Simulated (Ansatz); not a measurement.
**How many bands does the GW gap of NaSrCeSbO6 (F-43m) need?**

Wanted: a G0W0 gap for NaSrCeSbO6 (F-43m) that is converged in bands and cutoff, or an estimate of the limit.

Program: Ansatz 0.2.0. Level of theory: G0W0 on PBE, plane waves, PAW; PAW set soft_1. Results are calculated unless marked as measured.

In doubt: one-shot GW on d or f shells is unsure, so the values of those runs are not to be relied on.

## Step 1: The structure

It takes space group F-43m (No. 216, cubic). The conventional cell has a = 8.420 Å, b = 8.420 Å, c = 8.420 Å, α = 90.00°, β = 90.00°, γ = 90.00°. Nearest to Na lie 12 O at 2.98 Å. Sr has 12 O at 2.98 Å nearest. Nearest to Ce lie 6 O at 2.21 Å. Nearest to Sb lie 6 O at 2.00 Å. Nearest to O lie 1 Sb at 2.00 Å and 1 Ce at 2.21 Å and 2 Sr at 2.98 Å and 2 Na at 2.98 Å. Farther neighbours and most contacts between anions are not listed.

Structure file:

```cif
data_structure
_symmetry_space_group_name_H-M 'P 1'
_symmetry_Int_Tables_number 1
_cell_length_a 5.9538
_cell_length_b 5.9538
_cell_length_c 5.9538
_cell_angle_alpha 60.000
_cell_angle_beta 60.000
_cell_angle_gamma 60.000
_cell_volume 149.23
loop_
_atom_site_label
_atom_site_type_symbol
_atom_site_fract_x
_atom_site_fract_y
_atom_site_fract_z
_atom_site_occupancy
Na1 Na 0.75000 0.75000 0.75000 1
Sr2 Sr 0.25000 0.25000 0.25000 1
Ce3 Ce 0.00000 0.00000 0.00000 1
Sb4 Sb 0.50000 0.50000 0.50000 1
O5 O 0.73749 0.26251 0.26251 1
O6 O 0.26251 0.73749 0.73749 1
O7 O 0.73749 0.73749 0.26251 1
O8 O 0.26251 0.26251 0.73749 1
O9 O 0.26251 0.73749 0.26251 1
O10 O 0.73749 0.26251 0.73749 1
```

The cell and positions are those that the Materials Project relaxed with its own functionals (PBE, PBE+U or r2SCAN), kept fixed. Spin-orbit coupling is left out unless a step names it.

## Step 2: 134 empty bands, screening to 54 eV

Now the one-shot GW correction: screening in the RPA, then the self-energy of the levels asked for. This step takes PAW set soft_1 files.

The input, input.yaml:

```yaml
crystal:
  lattice:
    - [0.0, 4.20998119, 4.20998119]
    - [4.20998119, 0.0, 4.20998119]
    - [4.20998119, 4.20998119, 0.0]
  atoms:
    - { symbol: Na, position: [0.75, 0.75, 0.75] }
    - { symbol: Sr, position: [0.25, 0.25, 0.25] }
    - { symbol: Ce, position: [0.0, 0.0, 0.0] }
    - { symbol: Sb, position: [0.5, 0.5, 0.5] }
    - { symbol: O, position: [0.73748545, 0.26251455, 0.26251455] }
    - { symbol: O, position: [0.26251455, 0.73748545, 0.73748545] }
    - { symbol: O, position: [0.73748545, 0.73748545, 0.26251455] }
    - { symbol: O, position: [0.26251455, 0.26251455, 0.73748545] }
    - { symbol: O, position: [0.26251455, 0.73748545, 0.26251455] }
    - { symbol: O, position: [0.73748545, 0.26251455, 0.73748545] }
kpoints:
  mp_grid: { grid: [4, 4, 4] }
hamiltonian:
  xc: pbe
  pseudopotentials: { kind: paw, azcp: { folder: soft_1 } }
scf:
  occupations: { method: fixed }
gw:
  n_empty_bands: 134
  ecut_chi: 54
  qp_bands: [v3, c3]
  qp_kpoints: band_edges
  screening: { model: contour_deformation }
```

Launch:

```bash
$ ansatz run input.yaml --threads 2 --pin off --max-ram 92160MiB --backend cuda --events-out ev --progress --plain --runs-dir out --devices 1 --max-vram 13GiB
```

Numbers of over 12 decimals in the logs are rounded to 6 here.

Log:

```text
GPUs: using 1 of 1 available (devices: 1).
Engine: ansatz 0.2.0, x86_64-unknown-linux-gnu
Pseudopotentials: kind: paw
Pseudopotential: Na, paw, valence charge 9, recommended cutoff 420 eV (normal), soft_1/Na.paw.azcp
Pseudopotential: Sr, paw, valence charge 10, recommended cutoff 420 eV (normal), soft_1/Sr.paw.azcp
Pseudopotential: Ce, paw, valence charge 12, recommended cutoff 420 eV (normal), soft_1/Ce.paw.azcp
Pseudopotential: Sb, paw, valence charge 15, recommended cutoff 420 eV (normal), soft_1/Sb.paw.azcp
Pseudopotential: O, paw, valence charge 6, recommended cutoff 420 eV (normal), soft_1/O.paw.azcp
Functional definition: PBE
  parameter kappa = 0.804
  parameter beta = 0.066725
  exchange = pbe_x(kappa = kappa, mu = beta*pi^2/3)
  correlation = pbe_c(beta = beta)
device memory: the entry about to start is reckoned to put 2.0 GiB on a device that reports 31.4 GiB free (of which the cap on the GPU budget leaves the run 13.0 GiB)
GPU FFT provider: cuFFT
GPU libraries: cuBLAS 13.8.2, cuFFT 12.4.0, cuSOLVER 12.3.4
Crystal: 10 atoms, lattice volume = 149.235 Å³
Basis set: ecut = 420 eV, 2891 PW (Γ)
Bands: 51, of which v1, the nominal top of the filled ones, is band 41 counted from 1 (40 counted from 0)
Symmetry: 24 space group operations
Space group: F-43m (ITA 216), of the structure as read, at distance tolerance 5.3e-5 Å
k-points: 8 of 64 (time reversal used)
Non-local potential: Na, projectors of the file, l = 0: 3, l = 1: 2, l = 2: 1
Non-local potential: Sr, projectors of the file, l = 0: 3, l = 1: 2, l = 2: 2
Non-local potential: Ce, projectors of the file, l = 0: 3, l = 1: 2, l = 2: 2, l = 3: 3
Non-local potential: Sb, projectors of the file, l = 0: 2, l = 1: 2, l = 2: 2, l = 3: 1
Non-local potential: O, projectors of the file, l = 0: 2, l = 1: 2, l = 2: 1
PAW form: soft (Blöchl's): semilocal exchange-correlation on the pseudo side does not see the compensation charge
PAW one-centre angular grid: Na, 110 points (default); XC on 64 Gauss nodes
PAW one-centre angular grid: Sr, 110 points (default); XC on 64 Gauss nodes
PAW one-centre angular grid: Ce, 590 points (default); XC on 64 Gauss nodes
PAW one-centre angular grid: Sb, 590 points (default); XC on 64 Gauss nodes
PAW one-centre angular grid: O, 110 points (default); XC on 64 Gauss nodes
Initial density: superposition of atomic densities (chi_scale 0.1, normalization cell, long waves kept (reshape's long-wave potential 0.01 eV rms))
Initial wavefunctions: pseudopotential atomic-orbital guess
GPU buffer pool allocated for 64000 grid points (all kernels)
GPU transforms: local potential and band sums: pruned to the plane-wave sphere, on 40×40×40
Functional: x = pbe(κ = 0.804, μ = 0.219515), c = pbe(β = 0.066725)
SCF iter   1: F=—  HF=-21510.296999 eV  |F-HF|=—  |Δ(HF+E_count)|=         —  Δρ=1.95e-1  dr2=1.10e2  ethr=3.10e-3  ⟨swp⟩=4.8  Hψ=1453  notcnv=0  defer=52
preconditioner: auto → Resta (q_TF=auto, 2.469 Å⁻¹)  ε∞=4.8  [insulator: Δε(μ)=0.000 eV  Ē_g=13.548 eV  n_scr=26 (ndim 8)  ℏωp=26.5 eV  f_vac=0.000  ε∞_Penn≈4.8]
SCF iter   2: F=—  HF=-21521.554758 eV  |F-HF|=—  |Δ(HF+E_count)|=    1.13e1  Δρ=1.60e-1  dr2=4.23e1  ethr=3.10e-3  ⟨swp⟩=5.5  Hψ=1407  notcnv=0  defer=60
SCF iter   3: F=—  HF=-21509.763351 eV  |F-HF|=—  |Δ(HF+E_count)|=    1.18e1  Δρ=9.31e-2  dr2=1.48e1  ethr=3.10e-3  ⟨swp⟩=3.5  Hψ=907  notcnv=0  defer=46
SCF iter   4: F=—  HF=-21504.507448 eV  |F-HF|=—  |Δ(HF+E_count)|=    5.26e0  Δρ=2.40e-2  dr2=1.84e0  ethr=3.10e-3  ⟨swp⟩=4.4  Hψ=1222  notcnv=0  defer=33
SCF iter   5: F=—  HF=-21504.874596 eV  |F-HF|=—  |Δ(HF+E_count)|=   3.67e-1  Δρ=6.29e-2  dr2=8.94e0  ethr=2.24e-3  ⟨swp⟩=2.0  Hψ=585  notcnv=0  defer=24  recentre
SCF iter   6: F=—  HF=-21504.918849 eV  |F-HF|=—  |Δ(HF+E_count)|=   4.43e-2  Δρ=3.67e-2  dr2=2.81e0  ethr=2.24e-3  ⟨swp⟩=4.6  Hψ=943  notcnv=0  defer=36
SCF iter   7: F=—  HF=-21504.542864 eV  |F-HF|=—  |Δ(HF+E_count)|=   3.76e-1  Δρ=2.53e-2  dr2=1.35e0  ethr=2.24e-3  ⟨swp⟩=3.0  Hψ=476  notcnv=0  defer=35
SCF iter   8: F=—  HF=-21504.310785 eV  |F-HF|=—  |Δ(HF+E_count)|=   2.32e-1  Δρ=8.35e-3  dr2=1.48e-1  ethr=1.65e-3  ⟨swp⟩=2.8  Hψ=489  notcnv=0  defer=43
SCF iter   9: F=—  HF=-21504.290899 eV  |F-HF|=—  |Δ(HF+E_count)|=   1.99e-2  Δρ=1.28e-3  dr2=3.34e-3  ethr=1.80e-4  ⟨swp⟩=2.2  Hψ=465  notcnv=0  defer=48
SCF iter  10: F=—  HF=-21504.290833 eV  |F-HF|=—  |Δ(HF+E_count)|=   6.65e-5  Δρ=3.44e-4  dr2=2.25e-4  ethr=4.07e-6  ⟨swp⟩=2.1  Hψ=731  notcnv=0  defer=59
SCF iter  11: F=—  HF=-21504.290817 eV  |F-HF|=—  |Δ(HF+E_count)|=   1.57e-5  Δρ=2.40e-4  dr2=1.19e-4  ethr=2.74e-7  ⟨swp⟩=2.0  Hψ=719  notcnv=0  defer=58
SCF iter  12: F=—  HF=-21504.290802 eV  |F-HF|=—  |Δ(HF+E_count)|=   1.48e-5  Δρ=7.00e-5  dr2=9.65e-6  ethr=1.45e-7  ⟨swp⟩=2.0  Hψ=407  notcnv=0  defer=51
SCF iter  13: F=—  HF=-21504.290801 eV  |F-HF|=—  |Δ(HF+E_count)|=   1.23e-6  Δρ=1.16e-5  dr2=2.49e-7  ethr=1.18e-8  ⟨swp⟩=1.0  Hψ=402  notcnv=0  defer=22
SCF iter  14: F=-21504.290801 eV  HF=-21504.290801 eV  |F-HF|=8.92e-8  |Δ(HF+E_count)|=   9.73e-9  Δρ=6.84e-6  dr2=8.52e-8  ethr=1.22e-10  ⟨swp⟩=14.0  Hψ=1776  notcnv=0
SCF 1 converged in 14 iterations: F = -21504.290801 eV  dr2 = 8.52e-8
[...]
E_kinetic    = 1763.246038
  E_local      = -6256.420330  (includes V_loc(G=0)·N_el)
  E_nonlocal   = 1316.531784
  E_hartree    = 2270.541254
  E_xc         = -890.452703
  E_vxc        = -1018.556751  (∫ρ·V_xc dr)
  E_paw        = -14082.051062  (= ΣΔE_a)
  E_vpaw       = -846.751136  (= ΣTr[D̂ρ^β])
  E_aug_tail   = 0.004744  (compensation charges beyond the density's cutoff)
  E_ewald      = -5625.690528
  E_smearing   = -0.000000  (= −TS)
  E_closure    = -0.000000  (closes the sum)
  Σ components = -21504.290801   (vs F -21504.290801, Δ=0.00e0)
--- Band table (eV; the first three rows and the last of 8) ---
  k-point 0: bands = [... 37 lower, 6.2777, 7.3787, 7.3787, 7.3787, 9.3763, 9.6842, 9.6842, 9.6842, ... 6 higher]
  k-point 1: bands = [... 37 lower, 6.4064, 7.1847, 7.1847, 7.1991, 9.3837, 9.6588, 9.6588, 9.7192, ... 6 higher]
  k-point 2: bands = [... 37 lower, 6.6509, 6.9066, 6.9536, 6.9536, 9.3897, 9.5808, 9.6389, 9.6389, ... 6 higher]
  k-point 7: bands = [... 37 lower, 6.2470, 6.3058, 6.9006, 7.0548, 9.3946, 9.6272, 9.6618, 9.6643, ... 6 higher]
--- G₀W₀: contour deformation, 6 samples at zero and on the imaginary axis and 2 off it, 64 q-points, 134 empty bands' worth ---
  eigenvalues of the whole cell's RPA ε∞ on this k-mesh (on a slab, of 1 + 4πα/V) = 4.4601, 4.4601, 4.4601; static W/v taken at q = 0 is 0.224209
  bands read: the sum over 175 bands ends inside a degenerate multiplet in 3 slots, whose members it reads at an even weight; the widest, k=0: bands 174 to 176 (counted from 1) at 2/3 each
  gw.qp_kpoints: band_edges: 8 of 8 stored k-points solved, in 1 pass; an edge of the gap read off the rows below is read off those points alone
  `?` marks the rows in doubt; gw_qp.tsv's column doubts and the gw_qp event give each row's grounds
    ik  band        ε_KS         Σx   Σc(E_QP)       V_xc       Z   E_QP_lin       E_QP  E_QP is
     0    39      7.3787   -25.9839     5.0830   -20.6721  0.7249     7.1487     7.1499  root
     0    40      7.3787   -25.9839     5.0830   -20.6721  0.7249     7.1487     7.1499  root
     0    41      7.3787   -25.9839     5.0830   -20.6721  0.7249     7.1487     7.1499  root
     0    42      9.3763   -22.4594   -12.1504   -37.3485  0.5919    12.6576    12.1150  root ?
     0    43      9.6842   -23.6925   -11.2800   -37.6841  0.5939    12.9076    12.3958  root ?
     0    44      9.6842   -23.6925   -11.2800   -37.6841  0.5939    12.9076    12.3958  root ?
     1    39      7.1847   -25.6930     4.9977   -20.4600  0.7239     6.9481     6.9494  root
     1    40      7.1847   -25.6930     4.9977   -20.4600  0.7239     6.9481     6.9494  root
     1    41      7.1991   -25.8499     4.9707   -20.6748  0.7210     6.9937     6.9947  root
     1    42      9.3837   -22.5270   -12.1847   -37.4520  0.5910    12.6694    12.1239  root ?
     1    43      9.6588   -23.6460   -11.3409   -37.7125  0.5946    12.9009    12.3845  root ?
     1    44      9.6588   -23.6460   -11.3409   -37.7125  0.5946    12.9009    12.3845  root ?
     2    39      6.9066   -25.7121     4.8753   -20.6615  0.7124     6.7305     6.7313  root
     2    40      6.9536   -25.7177     4.7115   -20.8386  0.7285     6.7854     6.7860  root
     2    41      6.9536   -25.7177     4.7115   -20.8386  0.7285     6.7854     6.7860  root
     2    42      9.3897   -22.5775   -12.2161   -37.5350  0.5903    12.6789    12.1310  root ?
     2    43      9.5808   -24.0095   -10.0850   -36.9098  0.6227    12.8591    12.3962  root ?
     2    44      9.6389   -23.6327   -11.3809   -37.7506  0.5952    12.8957    12.3759  root ?
     3    39      6.9908   -25.4657     4.9627   -20.2587  0.7206     6.7450     6.7465  root
     3    40      6.9908   -25.4657     4.9627   -20.2587  0.7206     6.7450     6.7465  root
     3    41      7.3639   -25.9446     5.0801   -20.6323  0.7247     7.1305     7.1318  root
     3    42      9.3859   -22.5463   -12.1960   -37.4830  0.5907    12.6730    12.1266  root ?
     3    43      9.6600   -23.6349   -11.2849   -37.6419  0.5953    12.8950    12.3821  root ?
     3    44      9.6600   -23.6349   -11.2849   -37.6419  0.5953    12.8950    12.3821  root ?
     4    39      6.6720   -25.3531     4.8216   -20.3191  0.7181     6.4583     6.4595  root
     4    40      6.6942   -25.2775     4.7060   -20.3654  0.7265     6.4870     6.4881  root
     4    41      7.1902   -25.7637     4.9851   -20.5556  0.7230     6.9661     6.9673  root
     4    42      9.3923   -22.6024   -12.2289   -37.5732  0.5900    12.6831    12.1342  root ?
     4    43      9.6284   -23.6662   -11.2628   -37.6769  0.5981    12.8924    12.3765  root ?
     4    44      9.6452   -23.6483   -11.3496   -37.7326  0.5954    12.8981    12.3798  root ?
     5    39      6.9033   -25.7001     4.6496   -20.9058  0.7272     6.7581     6.7586  root
     5    40      6.9876   -25.3166     4.9780   -20.0673  0.7239     6.7145     6.7163  root
     5    41      7.0081   -25.6513     4.9200   -20.5234  0.7177     6.7992     6.8003  root
     5    42      9.3905   -22.5887   -12.2182   -37.5486  0.5902    12.6802    12.1321  root ?
     5    43      9.6259   -23.6362   -11.3062   -37.6915  0.5977    12.8931    12.3750  root ?
     5    44      9.6767   -23.6614   -11.2680   -37.6419  0.5945    12.9001    12.3892  root ?
     6    39      6.3137   -25.1702     4.6415   -20.3750  0.7167     6.1593     6.1599  root
     6    40      6.3137   -25.1702     4.6415   -20.3750  0.7167     6.1593     6.1599  root
     6    41      7.3491   -25.9069     5.0776   -20.5940  0.7245     7.1126     7.1139  root
     6    42      9.3935   -22.6084   -12.2361   -37.5866  0.5898    12.6850    12.1356  root ?
     6    43      9.6175   -23.6385   -11.3402   -37.7292  0.5971    12.8879    12.3680  root ?
     6    44      9.6175   -23.6385   -11.3402   -37.7292  0.5971    12.8879    12.3680  root ?
     7    39      6.3058   -25.0350     4.8395   -19.9243  0.7207     6.0324     6.0346  root
     7    40      6.9006   -25.2401     4.9276   -20.0468  0.7230     6.6332     6.6350  root
     7    41      7.0548   -25.5942     4.9801   -20.3777  0.7203     6.8170     6.8184  root
     7    42      9.3946   -22.6232   -12.2413   -37.6069  0.5897    12.6868    12.1370  root ?
     7    43      9.6272   -23.5778   -11.3597   -37.6766  0.5961    12.8850    12.3664  root ?
     7    44      9.6618   -23.7029   -11.3543   -37.7887  0.5947    12.9122    12.3934  root ?
[key lines of the parts left out:]
SCF converged after 14 iterations
Free energy (F): -21504.290801 eV
Fermi energy:    7.378698 eV
```

Run time: 27 s. Hardware: 1 × NVIDIA H100 80GB HBM3 (shared by 6 runs) with 2 threads of AMD EPYC 7R13 (Zen 3), shared host; peak memory 1.2 GiB; 35 s of CPU time.

This step gave:

```yaml
bands_summed: 175
rpa_eps_infinity_on_this_mesh_eigenvalues: 4.460, 4.460, 4.460
plane_waves_in_the_screening_matrix: 137
q_points_in_the_mesh: 64
g0w0_gap_on_the_mesh: 4.965 eV
k_of_the_valence_top: 0, 0, 0
k_of_the_conduction_bottom: 0, 0, 0
starting_gap_on_the_mesh: 1.998 eV
z_at_the_valence_top: 0.7249
z_at_the_conduction_bottom: 0.5919
least_direct_g0w0_gap_on_the_computed_points: 4.965 eV
```

The gap on the mesh goes from 2.00 eV to 4.97 eV, a correction of +2.97 eV. The program marks an edge row as in doubt. Between the two edge states, bare exchange in place of the xc potential would open the gap by 20.20 eV, and correlation takes back 17.23 eV.

## Step 3: 380 empty bands, screening to 108 eV

Bands and screening cutoff are moved together, since each hides the error of the other.

input.yaml: that of step 2 with these lines changed.

```diff
@@ -24,4 +24,4 @@
 gw:
-  n_empty_bands: 134
-  ecut_chi: 54
+  n_empty_bands: 380
+  ecut_chi: 108
   qp_bands: [v3, c3]
```

Log:

```text
GPUs: using 1 of 1 available (devices: 1).
[...]
GPU FFT provider: cuFFT
GPU libraries: cuBLAS 13.8.2, cuFFT 12.4.0, cuSOLVER 12.3.4
Crystal: 10 atoms, lattice volume = 149.235 Å³
Basis set: ecut = 420 eV, 2891 PW (Γ)
Bands: 51, of which v1, the nominal top of the filled ones, is band 41 counted from 1 (40 counted from 0)
Symmetry: 24 space group operations
[...]
k-points: 8 of 64 (time reversal used)
[...]
GPU buffer pool allocated for 64000 grid points (all kernels)
[...]
SCF iter   1: F=—  HF=-21510.296999 eV  |F-HF|=—  |Δ(HF+E_count)|=         —  Δρ=1.95e-1  dr2=1.10e2  ethr=3.10e-3  ⟨swp⟩=4.8  Hψ=1453  notcnv=0  defer=52
[...]
SCF iter  14: F=-21504.290801 eV  HF=-21504.290801 eV  |F-HF|=8.92e-8  |Δ(HF+E_count)|=   9.73e-9  Δρ=6.84e-6  dr2=8.52e-8  ethr=1.22e-10  ⟨swp⟩=14.0  Hψ=1776  notcnv=0
SCF 1 converged in 14 iterations: F = -21504.290801 eV  dr2 = 8.52e-8
[...]
NSCF: frozen V_eff on 8 k-points
[...]
G₀W₀ screening: q 1/8
[... further progress lines ...]
[...]
SCF converged after 14 iterations
Free energy (F): -21504.290801 eV
[...]
Internal energy: -21504.290801 eV  (E = F + TS)
E sigma→0 (E₀):  -21504.290801 eV
Fermi energy:    7.378698 eV
[...]
--- Band table (eV; the first three rows and the last of 8) ---
  k-point 0: bands = [... 37 lower, 6.2777, 7.3787, 7.3787, 7.3787, 9.3763, 9.6842, 9.6842, 9.6842, ... 6 higher]
[...]
0    43      9.6842   -23.6925   -11.8088   -37.6841  0.5784    12.1876    11.8670  root ?
     0    44      9.6842   -23.6925   -11.8088   -37.6841  0.5784    12.1876    11.8670  root ?
     1    39      7.1847   -25.6930     4.7686   -20.4600  0.7166     6.7149     6.7203  root
     1    40      7.1847   -25.6930     4.7686   -20.4600  0.7166     6.7149     6.7203  root
     1    41      7.1991   -25.8499     4.7423   -20.6748  0.7136     6.7616     6.7663  root
     1    42      9.3837   -22.5270   -12.7102   -37.4520  0.5763    11.9450    11.5984  root ?
     1    43      9.6588   -23.6460   -11.8717   -37.7125  0.5791    12.1779    11.8537  root ?
     1    44      9.6588   -23.6460   -11.8717   -37.7125  0.5791    12.1779    11.8537  root ?
     2    39      6.9066   -25.7121     4.6455   -20.6615  0.7051     6.4970     6.5015  root
     2    40      6.9536   -25.7177     4.4521   -20.8386  0.7212     6.5221     6.5266  root
[...]
2    42      9.3897   -22.5775   -12.7418   -37.5350  0.5756    11.9534    11.6054  root ?
     2    43      9.5808   -24.0095   -10.6611   -36.9098  0.6071    12.1424    11.8201  root ?
[...]
6    41      7.3491   -25.9069     4.8538   -20.5940  0.7171     6.8850     6.8901  root
[...]
6    44      9.6175   -23.6385   -11.8761   -37.7292  0.5816    12.1612    11.8321  root ?
     7    39      6.3058   -25.0350     4.5978   -19.9243  0.7141     5.7846     5.7930  root
     7    40      6.9006   -25.2401     4.6997   -20.0468  0.7162     6.4006     6.4071  root
     7    41      7.0548   -25.5942     4.7527   -20.3777  0.7132     6.5853     6.5910  root
     7    42      9.3946   -22.6232   -12.7673   -37.6069  0.5749    11.9602    11.6111  root ?
     7    43      9.6272   -23.5778   -11.8931   -37.6766  0.5806    12.1599    11.8330  root ?
     7    44      9.6618   -23.7029   -11.8867   -37.7887  0.5791    12.1870    11.8609  root ?
```

The job ended after 52 s (1 × NVIDIA H100 80GB HBM3 (shared by 6 runs) with 2 threads; peak memory 1.6 GiB; 83 s of CPU time).

Numbers from this step:

```yaml
bands_summed: 421
rpa_eps_infinity_on_this_mesh_eigenvalues: 4.439, 4.439, 4.439
plane_waves_in_the_screening_matrix: 339
q_points_in_the_mesh: 64
g0w0_gap_on_the_mesh: 4.665 eV
k_of_the_valence_top: 0, 0, 0
k_of_the_conduction_bottom: 0, 0, 0
starting_gap_on_the_mesh: 1.998 eV
z_at_the_valence_top: 0.7174
z_at_the_conduction_bottom: 0.5772
least_direct_g0w0_gap_on_the_computed_points: 4.665 eV
```

Against the run with 4×4×4 mesh, 134 empty bands, screening to 54 eV, PAW set soft_1 files, the gap moves by −0.30 eV.

## Step 4: 818 empty bands, screening to 180 eV

input.yaml: that of step 3 with these lines changed.

```diff
@@ -24,4 +24,4 @@
 gw:
-  n_empty_bands: 380
-  ecut_chi: 108
+  n_empty_bands: 818
+  ecut_chi: 180.0
   qp_bands: [v3, c3]
```

Log:

```text
GPUs: using 1 of 1 available (devices: 1).
[...]
GPU FFT provider: cuFFT
GPU libraries: cuBLAS 13.8.2, cuFFT 12.4.0, cuSOLVER 12.3.4
Crystal: 10 atoms, lattice volume = 149.235 Å³
Basis set: ecut = 420 eV, 2891 PW (Γ)
Bands: 51, of which v1, the nominal top of the filled ones, is band 41 counted from 1 (40 counted from 0)
Symmetry: 24 space group operations
[...]
k-points: 8 of 64 (time reversal used)
[...]
7    40      6.9006   -25.2401     4.4883   -20.0468  0.7122     6.1817     6.1957  root
     7    41      7.0548   -25.5942     4.5389   -20.3777  0.7090     6.3643     6.3772  root
     7    42      9.3946   -22.6232   -13.0694   -37.6069  0.5682    11.6717    11.3090  root ?
     7    43      9.6272   -23.5778   -12.1990   -37.6766  0.5732    11.8617    11.5270  root ?
     7    44      9.6618   -23.7029   -12.1995   -37.7887  0.5716    11.8876    11.5481  root ?
[key lines of the parts left out:]
SCF converged after 14 iterations
Free energy (F): -21504.290801 eV
Fermi energy:    7.378698 eV
```

Run time: 72 s. Hardware: 1 × NVIDIA H100 80GB HBM3 (shared by 6 runs) with 2 threads; peak memory 2.7 GiB; 2 min of CPU time.

Numbers from this step:

- bands summed: 859
- RPA ε∞ on this mesh (eigenvalues): 4.406, 4.406, 4.406
- plane waves in the screening matrix: 869
- G0W0 gap on the mesh: 4.593 eV
- k of the valence top: 0, 0, 0
- k of the conduction bottom: 0, 0, 0
- starting gap on the mesh: 1.998 eV
- least direct G0W0 gap on the computed points: 4.593 eV

Against the run with 4×4×4 mesh, 380 empty bands, screening to 108 eV, PAW set soft_1 files, the gap moves by −0.07 eV.

(Part 1 of 2 ends here.)

[Paths, hosts, dates, memory and timing lines, banners, echoed tables and standing remarks are left out of the program output.]

[Logs are printed without paths, hosts, clocks, repeated set-up lines and the standing remarks that a program may print on its own settings, such as how far it seeks lower states.]

[Runs of the session that timed out or met a known fault of the program may be left out.]

[Cells called generated may have been cut or substituted from an entry of the Crystallography Open Database or the Materials Project.]

[Hosts, paths, dates, database ids (printed as entryN), source tags and the programs' standing remarks are cut or masked in the printed files.]
